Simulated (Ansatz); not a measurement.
## Sb2Se3 (Antimonselite, Pnma): relaxing the cell for a phonon run

Task: relax Sb2Se3 (Antimonselite, Pnma) tightly.

Program: Ansatz 0.2.0. Level of theory: DFT PBEsol, scalar-relativistic, plane waves, PAW; PAW set soft_1. Results are calculated unless marked as measured.

**What experiment says.**

“Excitonic and electronic transitions in Me–Sb2Se3 structures” (2020, pmc:7372245) quotes from earlier work for Sb2Se3, orthorhombic (single crystal; values given with literature citations): lattice constant a (a, Pnma setting) 11.6901 Å [Value carries literature citations although described as XRD result; measurement …]; lattice constant c (c, Pnma setting) 11.4894 Å [Value carries literature citations although described as XRD result; measurement …].

## 1. Set-up

It takes space group Pnma (No. 62, orthorhombic). Conventional cell: a = 11.770 Å, b = 3.962 Å, c = 11.620 Å, α = 90.00°, β = 90.00°, γ = 90.00°. Nearest to Sb lie 6 Se at 2.66 to 3.26 Å. Sb has 5 Se at 2.58 to 2.98 Å nearest. Se has 5 Sb at 2.58 to 3.22 Å nearest. Se has 3 Sb at 2.66 to 3.26 Å nearest. Se has 3 Sb at 2.66 to 2.78 Å nearest. Farther neighbours and most contacts between anions are not listed.

## 2. Probe on a coarse mesh

A quick single point on a coarse mesh tells whether the cell has a gap and how far it is from rest, which sets the k mesh and smearing that follow.

input.yaml reads:

```yaml
crystal:
  lattice:
    - [11.77, 0.0, 0.0]
    - [0.0, 3.962, 0.0]
    - [0.0, 0.0, 11.62]
  atoms:
    - { symbol: Sb, position: [0.0305, 0.25, 0.328] }
    - { symbol: Sb, position: [0.9695, 0.75, 0.672] }
    - { symbol: Sb, position: [0.4695, 0.75, 0.828] }
    - { symbol: Sb, position: [0.5305, 0.25, 0.172] }
    - { symbol: Sb, position: [0.1478, 0.75, 0.0397] }
    - { symbol: Sb, position: [0.8522, 0.25, 0.9603] }
    - { symbol: Sb, position: [0.3522, 0.25, 0.5397] }
    - { symbol: Sb, position: [0.6478, 0.75, 0.4603] }
    - { symbol: Se, position: [0.0534, 0.25, 0.8732] }
    - { symbol: Se, position: [0.9466, 0.75, 0.1268] }
    - { symbol: Se, position: [0.4466, 0.75, 0.3732] }
    - { symbol: Se, position: [0.5534, 0.25, 0.6268] }
    - { symbol: Se, position: [0.1302, 0.75, 0.4434] }
    - { symbol: Se, position: [0.8698, 0.25, 0.5566] }
    - { symbol: Se, position: [0.3698, 0.25, 0.9434] }
    - { symbol: Se, position: [0.6302, 0.75, 0.0566] }
    - { symbol: Se, position: [0.2132, 0.25, 0.1935] }
    - { symbol: Se, position: [0.7868, 0.75, 0.8065] }
    - { symbol: Se, position: [0.2868, 0.75, 0.6935] }
    - { symbol: Se, position: [0.7132, 0.25, 0.3065] }
kpoints:
  mp_grid: { grid: [2, 4, 2] }
hamiltonian:
  xc: pbesol
  pseudopotentials: { kind: paw, azcp: { folder: soft_1 }, xc_functional: pbe }
scf:
  occupations: { method: gaussian, width: 0.1 }
output:
  forces: true
  stress: true
  eigenvalues: true
```

The run is started by

```console
$ ansatz run input.yaml --threads 16 --pin off --max-ram 61440MiB --backend cuda --events-out ev --progress --plain --runs-dir out
```

Numbers of over 12 decimals in the logs are rounded to 6 here.

The program printed:

```text
Engine: ansatz 0.2.0, aarch64-unknown-linux-gnu
Pseudopotentials: kind: paw
Pseudopotential: Sb, paw, valence charge 15, recommended cutoff 420 eV (normal), soft_1/Sb.paw.azcp
Pseudopotential: Se, paw, valence charge 16, recommended cutoff 420 eV (normal), soft_1/Se.paw.azcp
Functional definition: PBEsol
  exchange = pbesol_x
  correlation = pbesol_c
device memory: the entry about to start is reckoned to put 21.0 GiB on a device that reports 182.5 GiB free
GPU FFT provider: cuFFT
GPU libraries: cuBLAS 13.8.1, cuFFT 12.4.0, cuSOLVER 12.3.2
[...]
Initial wavefunctions: pseudopotential atomic-orbital guess
GPU buffer pool allocated for 172800 grid points (all kernels)
GPU transforms: local potential and band sums: pruned to the plane-wave sphere, on 80×27×80
Functional: x = pbesol(κ = 0.804, μ = 0.123457), c = pbesol(β = 0.046)
SCF iter   1: F=—  HF=-116362.101400 eV  |F-HF|=—  |Δ(HF+E_count)|=         —  Δρ=2.61e-2  dr2=4.30e0  ethr=3.10e-3  ⟨swp⟩=6.2  Hψ=8632  notcnv=0  defer=17
[...]
k-point 2: bands = [... 152 lower, 7.5372, 7.7926, 7.8146, 7.8399, 9.3853, 9.7433, 10.0354, 10.3066, ... 20 higher]
  k-point 11: bands = [... 152 lower, 7.3441, 7.3441, 7.3441, 7.3441, 9.8393, 9.8393, 9.8393, 9.8393, ... 20 higher]
```

The job ended after 1.9 s (1 × NVIDIA GB200 with 16 threads of Arm Neoverse V2, shared host; peak memory 1.2 GiB).

A gap read on the k-mesh alone can miss the band edges.

Numbers from this step:

```
pressure           : 0.3733 GPa
gap on the k-mesh  : 0.9753 eV
volume per atom    : 27.09 Å³
direct gap on mesh : 1.051 eV
```

The coarse mesh shows a gap of 0.98 eV and a pressure of 0.4 GPa.

## 3. Bringing the structure to rest

The cell and atoms are relaxed, since residual forces and stress would shift the frequencies.

input.yaml, as its differences from that of step 2:

```diff
@@ -27,3 +27,3 @@
 kpoints:
-  mp_grid: { grid: [2, 4, 2] }
+  mp_grid: { grid: [2, 6, 2] }
 hamiltonian:
@@ -32,3 +32,3 @@
 scf:
-  occupations: { method: gaussian, width: 0.1 }
+  occupations: { method: gaussian, width: 0.02 }
 output:
@@ -37 +37,6 @@
   eigenvalues: true
+relax:
+  adjacent_minimum: "off"
+  f_tol: 0.005
+  max_steps: 80
+  cell: { stress_tol: 0.05 }
```

The program printed:

```text
[...]
Crystal: 20 atoms, lattice volume = 541.872 Å³
Basis set: ecut = 420 eV, 10641 PW (Γ), exchange–correlation on 160×54×160 points (8 copies of the dense FFT grid, shifted against one another)
Bands: 188, of which v1, the nominal top of the filled ones, is band 156 counted from 1 (155 counted from 0)
Symmetry: 8 space group operations
[...]
k-points: 16 of 24
[...]
SCF iter   1: F=—  HF=-116362.036102 eV  |F-HF|=—  |Δ(HF+E_count)|=         —  Δρ=2.61e-2  dr2=4.29e0  ethr=3.10e-3  ⟨swp⟩=6.1  Hψ=11307  notcnv=0  defer=51
[...]
SCF iter   2: F=—  HF=-116361.050014 eV  |F-HF|=—  |Δ(HF+E_count)|=   9.86e-1  Δρ=1.38e-2  dr2=7.70e-1  ethr=1.38e-3  ⟨swp⟩=2.6  Hψ=3589  notcnv=0  defer=430
[...]
SCF iter  10: F=-116360.885469 eV  HF=-116360.885469 eV  |F-HF|=6.61e-9  |Δ(HF+E_count)|=   2.99e-7  Δρ=3.24e-6  dr2=9.13e-8  ethr=3.21e-11  ⟨swp⟩=12.5  Hψ=17508  notcnv=0
SCF 1 converged in 10 iterations: F = -116360.885469 eV  dr2 = 9.13e-8
[...]
relax step   1: F+E_penalty+E_count = -116360.88546893 eV  Δ(F+E_penalty+E_count) = +0.000e0 eV  max|allowed force component| = 2.945e-1 eV/Å  Δτ_max = 0.0000 Å  P = +0.451 GPa  Ω = 541.872 Å³  (10 SCF iters, dr2 threshold 1.00e-7 eV, accepted)
[...]
Crystal: 20 atoms, lattice volume = 525.328 Å³
Basis set: ecut = 420 eV, 10263 PW (Γ), exchange–correlation on 160×54×160 points (8 copies of the dense FFT grid, shifted against one another)
[...]
iter 1 solved again at ethr=5.15e-5 eV; its pass at ethr=3.10e-3 eV (dr2=1.61e-1 eV) is discarded
[...]
SCF iter   2: F=—  HF=-116360.909562 eV  |F-HF|=—  |Δ(HF+E_count)|=   4.29e-2  Δρ=3.30e-3  dr2=3.65e-2  ethr=5.15e-5  ⟨swp⟩=3.1  Hψ=4279  notcnv=0
[...]
SCF iter   7: F=-116360.902539 eV  HF=-116360.902539 eV  |F-HF|=1.86e-7  |Δ(HF+E_count)|=   1.86e-7  Δρ=1.25e-5  dr2=1.07e-6  ethr=6.41e-10  ⟨swp⟩=4.5  Hψ=14603  notcnv=0
SCF 2 converged in 7 iterations: F = -116360.902539 eV  dr2 = 1.07e-6
[...]
relax step   2: F+E_penalty+E_count = -116360.90253938 eV  Δ(F+E_penalty+E_count) = -1.707e-2 eV  max|allowed force component| = 3.041e-1 eV/Å  Δτ_max = 0.1458 Å  P = +0.319 GPa  Ω = 525.328 Å³  energy of the carried Pulay correction = +1.880e-3 eV  (7 SCF iters, dr2 threshold 2.00e-6 eV, accepted)
[...]
relax step   3: F+E_penalty+E_count = -116361.00035463 eV  Δ(F+E_penalty+E_count) = -9.782e-2 eV  max|allowed force component| = 8.259e-2 eV/Å  Δτ_max = 0.0764 Å  P = -0.329 GPa  Ω = 534.793 Å³  energy of the carried Pulay correction = +7.972e-4 eV  (7 SCF iters, dr2 threshold 2.00e-6 eV, accepted)
[...]
relax step   4: F+E_penalty+E_count = -116361.00786395 eV  Δ(F+E_penalty+E_count) = -7.509e-3 eV  max|allowed force component| = 1.192e-1 eV/Å  Δτ_max = 0.0520 Å  P = +0.111 GPa  Ω = 528.720 Å³  energy of the carried Pulay correction = +1.490e-3 eV  (7 SCF iters, dr2 threshold 5.27e-7 eV, accepted)
[...]
relax step   5: F+E_penalty+E_count = -116361.01331862 eV  Δ(F+E_penalty+E_count) = -5.455e-3 eV  max|allowed force component| = 3.519e-2 eV/Å  Δτ_max = 0.0331 Å  P = +0.006 GPa  Ω = 533.654 Å³  energy of the carried Pulay correction = +9.265e-4 eV  (6 SCF iters, dr2 threshold 8.89e-7 eV, accepted)
[...]
relax step   6: F+E_penalty+E_count = -116361.01638548 eV  Δ(F+E_penalty+E_count) = -3.067e-3 eV  max|allowed force component| = 1.129e-2 eV/Å  Δτ_max = 0.0152 Å  P = -0.001 GPa  Ω = 531.666 Å³  energy of the carried Pulay correction = +1.153e-3 eV  (6 SCF iters, dr2 threshold 7.74e-8 eV, accepted)
[...]
relax step   7: F+E_penalty+E_count = -116361.01655699 eV  Δ(F+E_penalty+E_count) = -1.715e-4 eV  max|allowed force component| = 5.717e-3 eV/Å  Δτ_max = 0.0037 Å  P = -0.003 GPa  Ω = 531.515 Å³  energy of the carried Pulay correction = +1.170e-3 eV  (7 SCF iters, dr2 threshold 7.96e-9 eV, accepted)
[...]
relax step   8: F+E_penalty+E_count = -116361.01658093 eV  Δ(F+E_penalty+E_count) = -2.394e-5 eV  max|allowed force component| = 4.072e-4 eV/Å  Δτ_max = 0.0010 Å  P = -0.001 GPa  Ω = 531.514 Å³  energy of the carried Pulay correction = +1.170e-3 eV  (6 SCF iters, dr2 threshold 2.04e-9 eV, accepted)
[...]
relax step   9: F+E_penalty+E_count = -116361.01549303 eV  Δ(F+E_penalty+E_count) = +1.088e-3 eV  max|allowed force component| = 3.576e-4 eV/Å  Δτ_max = 0.0000 Å  P = -0.002 GPa  Ω = 531.514 Å³  stress off target by 2.35e-3 GPa  SCF on the basis re-selected at this cell (its energy is not comparable with the rows above)  (6 SCF iters)
[...]
--- Relaxed structure (8 steps of the walk, 8 accepted, 1 SCFs on fresh bases) ---
  F+E_penalty+E_count = -116361.01549303 eV   max|allowed force component| = 3.576e-4 eV/Å   (the final SCF, on the basis selected at the relaxed cell)
  cell:  # Å, volume = 531.5140 Å³
    - [11.823255, 0.0, 0.0]
    - [0.0, 3.977506, 0.0]
    - [0.0, 0.0, 11.302300]
  atoms:
    - { symbol: Sb, position: [0.023956, 0.25, 0.329018] }
    - { symbol: Sb, position: [0.976044, 0.750000, 0.670982] }
    - { symbol: Sb, position: [0.476044, 0.750000, 0.829018] }
    - { symbol: Sb, position: [0.523956, 0.25, 0.170982] }
    - { symbol: Sb, position: [0.149408, 0.750000, 0.037787] }
    - { symbol: Sb, position: [0.850592, 0.25, 0.962213] }
    - { symbol: Sb, position: [0.350592, 0.25, 0.537787] }
    - { symbol: Sb, position: [0.649408, 0.750000, 0.462213] }
    - { symbol: Se, position: [0.052934, 0.25, 0.867035] }
    - { symbol: Se, position: [0.947066, 0.750000, 0.132965] }
    - { symbol: Se, position: [0.447066, 0.750000, 0.367035] }
    - { symbol: Se, position: [0.552934, 0.25, 0.632965] }
    - { symbol: Se, position: [0.129488, 0.750000, 0.447992] }
    - { symbol: Se, position: [0.870512, 0.25, 0.552008] }
    - { symbol: Se, position: [0.370512, 0.25, 0.947992] }
    - { symbol: Se, position: [0.629488, 0.750000, 0.052008] }
    - { symbol: Se, position: [0.214399, 0.25, 0.196237] }
    - { symbol: Se, position: [0.785601, 0.750000, 0.803763] }
    - { symbol: Se, position: [0.285601, 0.750000, 0.696237] }
    - { symbol: Se, position: [0.714399, 0.25, 0.303763] }
```

The job ended after 7.5 s (1 × NVIDIA GB200 with 16 threads; peak memory 1.2 GiB; 48 s of CPU time).

The steps of the relaxation:

```csv
step,energy less that of the first step (eV),largest force component (eV/Å),pressure (GPa),volume (Å³)
1,0.0000,0.2945,0.45,541.87
2,-0.0171,0.3041,0.32,525.33
3,-0.1149,0.0826,-0.33,534.79
4,-0.1224,0.1192,0.11,528.72
5,-0.1279,0.0352,0.01,533.65
6,-0.1309,0.0113,0.00,531.67
7,-0.1311,0.0057,0.00,531.51
8,-0.1311,0.0004,0.00,531.51
9,-0.1300,0.0004,0.00,531.51
```

The log counts 1 steps on a newly chosen plane-wave basis, not all of them marked here; energy and pressure can jump at such steps.

Forces are held to the 8 operations that the run works with; a distortion that breaks them can't arise in this run.

```csv
"conventional cell, symmetrised",before,after,change
a (Å),11.770,11.823,+0.5 %
b (Å),3.962,3.978,+0.4 %
c (Å),11.620,11.302,-2.7 %
volume (Å³/atom),27.09,26.58,-1.9 %
```

The atoms that moved most (Å, as changes of fractional coordinates times the final cell):

```csv
atom,dx,dy,dz,length
Sb1,-0.077,0.000,0.012,0.078
Sb3,0.077,0.000,0.012,0.078
Sb2,0.077,0.000,-0.012,0.078
Sb4,-0.077,0.000,-0.012,0.078
Se12,-0.006,0.000,0.070,0.070
Se11,0.006,0.000,-0.070,0.070
Se10,0.006,0.000,0.070,0.070
Se9,-0.006,0.000,-0.070,0.070
```

Numbers from this step:

```yaml
pressure: -0.001828 GPa
gap_on_the_k_mesh: 0.9015 eV
volume_per_atom: 26.58 Å³
direct_gap_on_mesh: 1.033 eV
```

In this step the volume went from 27.09 to 26.58 Å³/atom.

## 4. Tight relaxation

Phonons need a cell at rest on their own settings, so the relaxation is repeated with tight tolerances on forces and stress on the k mesh and occupations of the first response run.

input.yaml reads:

```yaml
crystal:
  lattice:
    - [11.8232553514, 0.0, 0.0]
    - [0.0, 3.9775055625, 0.0]
    - [0.0, 0.0, 11.3022998892]
  atoms:
    - { symbol: Sb, position: [0.0239558352, 0.25, 0.3290182369] }
    - { symbol: Sb, position: [0.9760441648, 0.75, 0.6709817631] }
    - { symbol: Sb, position: [0.4760441648, 0.75, 0.8290182369] }
    - { symbol: Sb, position: [0.5239558352, 0.25, 0.1709817631] }
    - { symbol: Sb, position: [0.1494081562, 0.75, 0.0377868096] }
    - { symbol: Sb, position: [0.8505918438, 0.25, 0.9622131904] }
    - { symbol: Sb, position: [0.3505918438, 0.25, 0.5377868096] }
    - { symbol: Sb, position: [0.6494081562, 0.75, 0.4622131904] }
    - { symbol: Se, position: [0.0529335266, 0.25, 0.867035357] }
    - { symbol: Se, position: [0.9470664734, 0.75, 0.132964643] }
    - { symbol: Se, position: [0.4470664734, 0.75, 0.367035357] }
    - { symbol: Se, position: [0.5529335266, 0.25, 0.632964643] }
    - { symbol: Se, position: [0.1294884888, 0.75, 0.4479915887] }
    - { symbol: Se, position: [0.8705115112, 0.25, 0.5520084113] }
    - { symbol: Se, position: [0.3705115112, 0.25, 0.9479915887] }
    - { symbol: Se, position: [0.6294884888, 0.75, 0.0520084113] }
    - { symbol: Se, position: [0.2143989493, 0.25, 0.1962374651] }
    - { symbol: Se, position: [0.7856010507, 0.75, 0.8037625349] }
    - { symbol: Se, position: [0.2856010507, 0.75, 0.6962374651] }
    - { symbol: Se, position: [0.7143989493, 0.25, 0.3037625349] }
kpoints:
  mp_grid: { grid: [2, 8, 2] }
hamiltonian:
  xc: pbesol
  pseudopotentials: { kind: paw, azcp: { folder: soft_1 }, xc_functional: pbe }
scf:
  occupations: { method: fixed }
output:
  forces: true
  stress: true
  eigenvalues: true
relax:
  adjacent_minimum: "off"
  f_tol: 0.001
  max_steps: 60
  cell: { stress_tol: 0.01 }
```

The program printed:

```text
[...]
concurrent solve slots: 10 of 16 are kept, ahead of what memory takes: no pass of the eigensolver takes more rounds on 10
[...]
Crystal: 20 atoms, lattice volume = 531.514 Å³
Basis set: ecut = 420 eV, 10387 PW (Γ), exchange–correlation on 160×54×160 points (8 copies of the dense FFT grid, shifted against one another)
Bands: 188, of which v1, the nominal top of the filled ones, is band 156 counted from 1 (155 counted from 0)
[... 1 set-up line as in the run before ...]
[...]
- { symbol: Se, position: [0.947074, 0.75, 0.132490] }
    - { symbol: Se, position: [0.447074, 0.75, 0.367510] }
    - { symbol: Se, position: [0.552926, 0.25, 0.632490] }
    - { symbol: Se, position: [0.129426, 0.75, 0.448037] }
    - { symbol: Se, position: [0.870574, 0.25, 0.551963] }
    - { symbol: Se, position: [0.370574, 0.25, 0.948037] }
    - { symbol: Se, position: [0.629426, 0.75, 0.051963] }
    - { symbol: Se, position: [0.214436, 0.25, 0.195872] }
    - { symbol: Se, position: [0.785564, 0.75, 0.804128] }
    - { symbol: Se, position: [0.285564, 0.75, 0.695872] }
    - { symbol: Se, position: [0.714436, 0.25, 0.304128] }
[key lines of the parts left out:]
SCF converged after 7 iterations
```

It took 7 s on 1 × NVIDIA GB200 with 16 threads; peak memory 1.3 GiB.

The steps of the relaxation:

```csv
step,energy less that of the first step (eV),largest force component (eV/Å),pressure (GPa),volume (Å³)
1,0.0000,0.0122,0.02,531.51
2,0.0008,0.0311,-0.04,532.46
3,-0.0004,0.0044,0.00,531.80
4,-0.0004,0.0051,0.00,531.78
5,-0.0004,0.0041,0.00,531.89
6,-0.0004,0.0006,0.00,531.84
7,-0.0005,0.0006,0.00,531.84
```

The log counts 1 steps on a newly chosen plane-wave basis, not all of them marked here; energy and pressure can jump at such steps. Relaxation step 2 was tried and not accepted.

Forces are held to the 8 operations that the run works with; a distortion that breaks them can't arise in this run.

```csv
"conventional cell, symmetrised",before,after,change
a (Å),11.823,11.811,-0.1 %
b (Å),3.978,3.978,+0.0 %
c (Å),11.302,11.319,+0.1 %
volume (Å³/atom),26.58,26.59,+0.1 %
```

Final coordinates:

```
Sb Se
1.0
    11.81056    0.00000    0.00000
     0.00000    3.97840    0.00000
     0.00000    0.00000   11.31888
Sb Se
8 12
Direct
  0.02423 0.25000 0.32892
  0.97577 0.75000 0.67108
  0.47577 0.75000 0.82892
  0.52423 0.25000 0.17108
  0.14965 0.75000 0.03747
  0.85035 0.25000 0.96253
  0.35035 0.25000 0.53747
  0.64965 0.75000 0.46253
  0.05293 0.25000 0.86751
  0.94707 0.75000 0.13249
  0.44707 0.75000 0.36751
  0.55293 0.25000 0.63249
  0.12943 0.75000 0.44804
  0.87057 0.25000 0.55196
  0.37057 0.25000 0.94804
  0.62943 0.75000 0.05196
  0.21444 0.25000 0.19587
  0.78556 0.75000 0.80413
  0.28556 0.75000 0.69587
  0.71444 0.25000 0.30413
```

Numbers from this step:

```
pressure           : 5.93e-4 GPa
gap on the k-mesh  : 0.8871 eV
volume per atom    : 26.59 Å³
direct gap on mesh : 1.015 eV
```

The largest force component left is 0.63 meV/Å and the pressure is 0.001 GPa, within the tolerances set. The cell now holds 26.59 Å³/atom.

## 5. Summary of results

```
space group after relaxation (within 0.01 Å) : Pnma
lattice constant a                           : 11.811 Å
lattice constant b                           : 3.978 Å
lattice constant c                           : 11.319 Å
volume per atom                              : 26.6 Å³
gap on the k-mesh                            : 0.887 eV
```

**Reading.** The largest force component left is 0.63 meV/Å and the pressure is 0.001 GPa, within the tolerances set. The cell now holds 26.59 Å³/atom. The relaxation keeps the symmetry of its start, so it says nothing on stability against lower symmetry. Spin-orbit coupling is left out, which can matter for the heavy elements here. The PAW files were made for PBE and serve the other functionals too.

Comparison with the measured values:

```
              quantity  measured  PBEsol, PAW; PAW set soft_1
lattice constant a (Å)   11.6901              11.811 (+1.0 %)
lattice constant c (Å)   11.4894              11.319 (-1.5 %)
```

Measured values from pmc:7372245 (2020).

How well it matches: The lattice constant a is off by +1.0 %: fair agreement. The lattice constant c is off by -1.5 %: fair agreement. The grades are ours: good and fair within 0.7 and 1.5 % for the lattice constant a and 0.8 and 2 % for the lattice constant c. For lattice constants the calculation has a static lattice, without zero-point motion or thermal expansion.

[Logs are printed without paths, hosts, clocks, repeated set-up lines and the standing remarks that a program may print on its own settings, such as how far it seeks lower states.]

[Hosts, paths, dates, database ids (printed as entryN), source tags and the programs' standing remarks are cut or masked in the printed files.]
